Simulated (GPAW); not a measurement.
# Core-hole calculation of the Ga K edge in zinc-blende (GaAs)₁₋ₓ(GaP)ₓ at x = 0.25, part 2 of 2

What does the Ga K edge look like in zinc-blende (GaAs)₁₋ₓ(GaP)ₓ at x = 0.25?

GPAW 26.7.0; X-ray absorption from dipole matrix elements to empty bands, plane-wave PAW PBE.

So far. Step 3 (The field without a hole): The mesh shows a gap of 0.83 eV. The excited electron is kept all the same, so that all members of the series, with or without a gap, are treated alike.

### 5. Spectrum with XCH, Ga atom 1

The holes are 7.9 Å apart. In GPAW the data set carries the hole's charge, so charge=0 means a charged cell and charge=-1 a neutral one. The excited electron is kept in the cell, where it fills the lowest empty states and screens the hole. After the field has converged, empty bands are computed with the density fixed and the dipole matrix elements are summed.

The absorber has 1 P at 2.38 Å and 3 As at 2.44 Å (distorted tetrahedral).

Input file xas.py:

```python
import numpy as np
from ase import Atoms
from ase.parallel import parprint, paropen
from gpaw import GPAW, PW, FermiDirac, Mixer, MixerDif, setup_paths
from gpaw.test import gen
setup_paths.insert(0, '.')
gen('Ga', name='fch1s', xcname='PBE', corehole=(1, 0, 1), write_xml=True)
from gpaw.mpi import world
world.barrier()

atoms = Atoms('GaAsGaAsGaAsGaAsGaPGaAsGaAsGaP',
    cell=[[0, 5.6025, 5.6025],
     [5.6025, 0, 5.6025],
     [5.6025, 5.6025, 0]],
    scaled_positions=[[0.9932253, 0.0026072, 0.004446],
     [0.1256799, 0.1254073, 0.1266144],
     [0.0008845, 0.9995674, 0.5021938],
     [0.1252391, 0.1253798, 0.6270232],
     [0.9991811, 0.5010059, 0.0000094],
     [0.1245451, 0.625313, 0.1256031],
     [0.992256, 0.5024491, 0.5027768],
     [0.1263896, 0.6241538, 0.62453],
     [0.5032027, 0.0018535, 0.0018317],
     [0.6252129, 0.1251708, 0.1246443],
     [0.5043836, 0.9974881, 0.4946344],
     [0.6255041, 0.1256797, 0.6245898],
     [0.5036515, 0.495327, 0.9945849],
     [0.6240151, 0.6247517, 0.1241175],
     [0.5039368, 0.5029197, 0.5012176],
     [0.6243675, 0.6270355, 0.6243719]],
    pbc=True)
atoms.calc = calc = GPAW(legacy_gpaw=True, mode=PW(400, force_complex_dtype=True), xc='PBE', setups={0: 'fch1s'},
    kpts={'size': (3, 3, 3), 'gamma': True}, occupations=FermiDirac(0.04),
    charge=-1, mixer=Mixer(0.1, 5, 50), maxiter=150,
    convergence={'density': 0.0001, 'eigenstates': 1e-6}, txt='scf.txt')
energy = atoms.get_potential_energy() + calc.get_reference_energy()
ef = calc.get_fermi_level()
out = dict(energy=energy, fermi=ef, forces=atoms.get_forces().tolist())
parprint(f'all-electron energy {energy:.4f} eV, Fermi level {ef:.4f} eV')
ev = np.array([[calc.get_eigenvalues(k, s) for k in range(len(calc.get_ibz_k_points()))] for s in range(calc.get_number_of_spins())])
out['homo'], out['lumo'], out['counts'] = ev[ev < ef].max(), ev[ev > ef].min(), sorted(set((ev < ef).sum((0, 2)).tolist()))
out['filled'] = (ev[:, 0] < ef).sum(1).tolist()

from ase.units import Ha
from gpaw.xas import dipole_matrix_elements
nb = int(calc.get_number_of_electrons() / 2) + 180
top, nb = nb, nb + 8 + nb // 12
nscf = calc.fixed_density(kpts={'size': (4, 4, 4), 'gamma': True}, nbands=nb,
    convergence={'bands': top, 'eigenstates': 5e-3}, maxiter=60, txt='nscf.txt')
cell = atoms.cell.array
ops = [cell.T @ U.T @ np.linalg.inv(cell.T) for U in nscf.wfs.kd.symmetry.op_scc]
filled = [32]  # bands filled in the ground state, by spin
E = np.arange(-6, 30, 0.1)
fwhm = np.interp(E, [4, 25], [1.82, 3.5])
Y, X, zero, highest = 0, 0, 1e9, 1e9
for spin in range(nscf.get_number_of_spins()):
    wfs = nscf.wfs
    mine = wfs.bd.get_slice()  # this rank's bands
    A = dipole_matrix_elements(wfs.setups[0])
    eps = np.zeros((wfs.kd.nibzkpts, nb))
    d = np.zeros((3, A.shape[1], wfs.kd.nibzkpts, nb), complex)
    for kpt in wfs.kpt_u:
        if kpt.s == spin and 0 in kpt.P_ani:
            eps[kpt.k, mine] = kpt.eps_n * Ha
            d[:, :, kpt.k, mine] = (kpt.weight * wfs.nspins / 2) ** 0.5 * np.inner(A, kpt.P_ani[0])
    world.sum(eps)
    world.sum(d)
    T = np.einsum('amkn,bmkn->abkn', d, d.conj()).real
    T = sum(np.einsum('ai,ijkn,bj->abkn', R, T, R) for R in ops) / len(ops)
    empty = np.ones_like(eps, bool) & (np.arange(nb) >= filled[spin])
    zero, highest = min(zero, eps[empty].min()), min(highest, eps[:, top - 1].min())
    lines = [(eps, T, empty)] if spin == 0 else lines + [(eps, T, empty)]
for eps, T, empty in lines:
    f = np.einsum('aakn->akn', T).reshape(3, -1)
    x = eps.ravel() - zero
    w = np.interp(x, E, fwhm) / 2.35482
    g = np.exp(-0.5 * ((E[:, None] - x) / w) ** 2) / (w * (2 * np.pi) ** 0.5)
    Y = Y + (f * empty.ravel()) @ g.T
    X = X + (f * ~empty.ravel()) @ g.T
out.update(E=E.round(2).tolist(), xas=Y.tolist(), xes=X.tolist(), zero=zero, valid=highest - zero, nk=len(eps), nb=nb)
for i in range(0, len(E), 10):
    parprint(f'{E[i]:7.2f}', *(f'{v:10.3e}' for v in Y[:, i]))
import json
with paropen('out.json', 'w') as f:
    json.dump(out, f)
```

Command:

```console
> OMP_NUM_THREADS=1 mpirun -n 4 gpaw python xas.py
```

Numbers of over 12 decimals in the logs are rounded to 6 here.

Log:

```text
Input parameters:
  charge: -1
  convergence: {density: 0.0001,
                eigenstates: 1e-06}
  kpts: {gamma: True,
         size: (3, 3, 3)}
  maxiter: 150
  mixer: {backend: pulay,
          beta: 0.1,
          method: separate,
          nmaxold: 5,
          weight: 50}
  mode: {ecut: 400.0,
         force_complex_dtype: True,
         name: pw}
  occupations: {fixmagmom: False,
                name: fermi-dirac,
                width: 0.04}
  setups: {0: fch1s}
  xc: PBE

Initialize ...

[... PAW data sets ...]

Reference energy: -800291.607371  # eV

Spin-paired calculation

[... convergence settings ...]
Symmetries present (total): 1
  [... symmetry matrices ...]

27 k-points: 3 x 3 x 3 Monkhorst-Pack grid
14 k-points in the irreducible part of the Brillouin zone
       k-points in crystal coordinates                weights
   0:     0.00000000    0.00000000    0.00000000          1/27
   1:     0.00000000    0.00000000    0.33333333          2/27
   2:     0.00000000    0.33333333   -0.33333333          2/27
   3:     0.00000000    0.33333333    0.00000000          2/27
   4:     0.00000000    0.33333333    0.33333333          2/27
   5:     0.33333333   -0.33333333   -0.33333333          2/27
   6:     0.33333333   -0.33333333    0.00000000          2/27
   7:     0.33333333   -0.33333333    0.33333333          2/27
   8:     0.33333333    0.00000000   -0.33333333          2/27
   9:     0.33333333    0.00000000    0.00000000          2/27
          ...
  13:     0.33333333    0.33333333    0.33333333          2/27

Wave functions: Plane wave expansion
  Cutoff energy: 400.000 eV
  Number of coefficients (min, max): 6374, 6405
  Pulay-stress correction: 0.000000 eV/Ang^3 (de/decut=0.000000)
  Using FFTW library
  Wavefunction extrapolation:
    Improved wavefunction reuse through dual PAW basis

Occupation numbers: Fermi-Dirac:
  width: 0.0400  # eV

Eigensolver
   Davidson(niter=2)

Densities:
  Coarse grid: 40*40*40 grid
  Fine grid: 80*80*80 grid
  Total Charge: 0.000000

Density mixing:
  Method: separate
  Backend: pulay
  Linear mixing parameter: 0.1
  old densities: 5
  Width of damping distribution: 1.1
  Damping of long wavelength oscillations: 50

[... Hamiltonian set-up ...]
Number of atoms: 16
Number of atomic orbitals: 64
Number of bands in calculation: 43
Number of valence electrons: 65
Bands to converge: occupied

... initialized

Initializing position-dependent things.

Density initialized from atomic densities
Creating initial wave functions:
  43 bands from LCAO basis set

                         Ga

                 Ga         P Ga
                                Ga
                   As
          Ga           Ga
                     As
                            Ga
            P             As

        Ga       As
                   As

          As

Atomic positions and initial magnetic moments

Positions:
   0 Ga     0.039516    5.589453    5.579152    ( 0.0000,  0.0000,  0.0000)
   1 As     1.411952    1.413479    1.406716    ( 0.0000,  0.0000,  0.0000)
   2 Ga     8.413617    2.818496    5.605032    ( 0.0000,  0.0000,  0.0000)
   3 As     4.215338    4.214550    1.404092    ( 0.0000,  0.0000,  0.0000)
   4 Ga     2.806938    5.597965    8.404798    ( 0.0000,  0.0000,  0.0000)
   5 As     4.207007    1.401455    4.201080    ( 0.0000,  0.0000,  0.0000)
   6 Ga     5.631778    8.375921    8.374085    ( 0.0000,  0.0000,  0.0000)
[...]
13 As     4.195540    4.191413    6.996216    ( 0.0000,  0.0000,  0.0000)
  14 Ga     5.625679    5.631378    5.640914    ( 0.0000,  0.0000,  0.0000)
  15 P      7.011010    6.996062    7.010985    ( 0.0000,  0.0000,  0.0000)

Unit cell:
           periodic     x           y           z      points  spacing
  1. axis:    yes    0.000000    5.602500    5.602500    40     0.1617
  2. axis:    yes    5.602500    0.000000    5.602500    40     0.1617
  3. axis:    yes    5.602500    5.602500    0.000000    40     0.1617

  Lengths:   7.923131   7.923131   7.923131
  Angles:   60.000000  60.000000  60.000000

Effective grid spacing dv^(1/3) = 0.1765

iter:   1   -78.275345
iter:   2   -76.591692   -1.83  -0.81
iter:   3   -75.199765   -1.46  -0.89
iter:   4   -75.121057   -2.45  -1.12
iter:   5   -75.164343   -2.80  -1.39
iter:   6   -75.147647   -2.76  -1.73
iter:   7   -75.127678   -3.39  -2.08
iter:   8   -75.128765c  -4.00  -2.49
iter:   9   -75.125865c  -4.19  -2.48
iter:  10   -75.125753c  -5.32  -2.97
iter:  11   -75.125782c  -5.62  -3.03
iter:  12   -75.125697c  -6.06c -3.20
iter:  13   -75.125697c  -6.43c -3.34
iter:  14   -75.125750c  -5.86  -3.43
iter:  15   -75.125709c  -6.54c -3.41
iter:  16   -75.125708c  -6.93c -3.68
iter:  17   -75.125720c  -6.95c -3.83
iter:  18   -75.125714c  -7.20c -3.89
iter:  19   -75.125714c  -8.61c -4.36c

Converged after 19 iterations.

Dipole moment: (-27.126649, -24.767256, -24.796981) |e|*Ang

Energy contributions relative to reference atoms: (reference = -800291.607371)

Kinetic:       +232.385741
Potential:     -208.187421
External:        +0.000000
XC:             -99.391134
Entropy (-ST):   -0.008499
Local:           +0.071350
SIC:             +0.000000
--------------------------
Free energy:    -75.129963
Extrapolated:   -75.125714

Showing only first 2 kpts
 Kpt  Band  Eigenvalues  Occupancy
  0    30      4.97152    2.00000
  0    31      4.97326    2.00000
  0    32      5.07587    2.00000
  0    33      5.99289    1.99027

  1    30      4.55517    2.00000
  1    31      4.59172    2.00000
  1    32      5.81080    1.99990
[...]
Fermi level: 6.20573

No gap
No difference between direct/indirect transitions

Forces in eV/Ang:
  0 Ga    0.09080   -0.13111   -0.11685
  1 As    0.10680    0.11145    0.11950
  2 Ga    0.00436   -0.01653   -0.25095
  3 As   -0.10551   -0.10663    0.12727
  4 Ga    0.00284   -0.23818    0.00066
  5 As   -0.10803    0.12840   -0.10735
  6 Ga    0.25725   -0.03015   -0.02128
[...]
13 As    0.02744    0.01517   -0.01533
 14 Ga   -0.00104    0.01732    0.00835
 15 P     0.00111    0.00192   -0.01513
Scalar-relativistic atomic PBE calculation for Ga (Gallium, Z=31)
Core hole in 1s state (1s occupation: 1.0)
600 radial gridpoints.
|------------------------------------------------|
|------------------------------------------------|
[... the atom generator's iteration count ...]

Energy contributions:
-------------------------
Kinetic:    +1582.696000
XC:           -66.183414
Potential:  -3077.448795
-------------------------
Total:      -1560.936209

state      eigenvalue         ekin         rmax
-----------------------------------------------
1s^1.0 :  -389.489147   491.277840        0.032
2s^2.0 :   -49.683385    97.080870        0.179
2p^6.0 :   -44.278459    95.840630        0.142
3s^2.0 :    -6.370658    22.110120        0.549
3p^6.0 :    -4.569804    20.074579        0.544
3d^10.0:    -1.425937    15.061013        0.502
4s^2.0 :    -0.719303     2.623253        1.733
4p^1.0 :    -0.414984     1.688292        2.088
-----------------------------------------------
(units: Bohr and Hartree)

Generating PAW setup
Kinetic energy of the core from tauc = 1590.66774801384
Cutoffs:
rc(s)=2.200
rc(p)=2.200
rc(d)=2.200
rc(vbar)=1.980
rc(comp)=2.200
rc(nct)=2.200

Kinetic energy of the core states: 1575.761202
Charge: 1.0
Core electrons: 27.0
Valence electrons: 3.0
Pseudo-core charge: 1.204949
Shape function alpha=2.066
Pseudo-electron charge 4.635910
state    eigenvalue         norm
--------------------------------
4s(2) :    -0.719303     1.202912
*s    :     0.280697
4p(1) :    -0.414984     1.025137
*p    :     0.585016
*d    :     0.000000
--------------------------------

Diagonalizing with gridspacing h=0.050

state   all-electron     PAW
-------------------------------
4s:      -0.719303    -0.719529
4p:      -0.414984    -0.415179
*d:                   -0.111571
*f:                   -0.022852
-------------------------------
all-electron energy -800366.7331 eV, Fermi level 6.2057 eV
[...]
27.00  1.207e-07  1.211e-07  1.212e-07
  28.00  1.276e-07  1.275e-07  1.275e-07
  29.00  1.302e-07  1.295e-07  1.295e-07
```

It took 3.7 min on 4 MPI ranks of Intel Xeon Platinum 8375C at 2.90GHz (Ice Lake), shared host; peak memory 0.71 GiB.

The Ga K spectrum, Ga atom 1, excited-electron core hole (neutral cell) (energy from the bottom of the conduction band, which holds the excited electron; intensity scaled to a mean of 1 over the first 20 eV):

```
E (eV)  intensity
  -2.0       0.00
  -1.0       0.01
   0.0       0.10
   1.0       0.46
   2.0       0.98
   3.0       1.41
   4.0       1.80
   5.0       1.59
   6.0       1.13
   7.0       1.00
   8.0       0.97
   9.0       0.89
  10.0       0.96
  11.0       1.11
  12.0       1.19
  13.0       1.11
  14.0       0.97
  15.0       0.81
  16.0       0.72
  17.0       0.74
  18.0       0.80
  19.0       0.81
  20.0       0.78
  21.0       0.77
  22.0       0.76
  23.0       0.73
  24.0       0.72
  25.0       0.72
  26.0       0.75
  27.0       0.79
```

Main maxima below 26 eV (height): 4.2 eV (1.82), 12.0 eV (1.19) and 18.6 eV (0.81). A K edge sees empty p states on the absorber.

The energy difference (zero at 10401 eV) isn't read as a photon energy: for so heavy an absorber the terms left out (the hole's spin, the functional's error) amount to tens of eV or more.

### 6. Results

* absorber and edge: Ga K, atom 1 of the ground-state input (counted from 1)
* surroundings: 1 P at 2.38 Å and 3 As at 2.44 Å (distorted tetrahedral)
* highest intensity below 24 eV: 4.2 eV above the zero, height 1.82

What this shows: The Ga K edge of atom 1, with 1 P at 2.38 Å and 3 As at 2.44 Å (distorted tetrahedral), has its highest intensity of the first 24 eV at 4.2 eV above the zero, 1.8 times the mean level of the first 20 eV (Gaussian full width 1.82 eV up to 4 eV, rising linearly to 3.5 eV at 25 eV). The script folds with a Gaussian, whereas the core hole's own line is a Lorentzian, so the onset is too steep and the first peak too high. Lifetime broadening is put in by hand, and intensities beyond about 20 eV depend on it and on the partial waves; weight that the partial waves miss at high energy is lost.

[Banner, clock and machine lines of the logs are left out without a mark of their own.]

[Logs are printed without paths, hosts, clocks, repeated set-up lines and the standing remarks that a program may print on its own settings, such as how far it seeks lower states.]

[Hosts, paths, dates, database ids (printed as entryN), source tags and the programs' standing remarks are cut or masked in the printed files.]

[Lists of maxima count a maximum above −3 eV only where it reaches 4 % of the highest in the window and stands out from its surroundings by 2 % of it (1.5 % where it reaches 55 %); shoulders and weaker maxima are passed over, and of the rest the first, up to two pre-edge ones and the few strongest are named.]
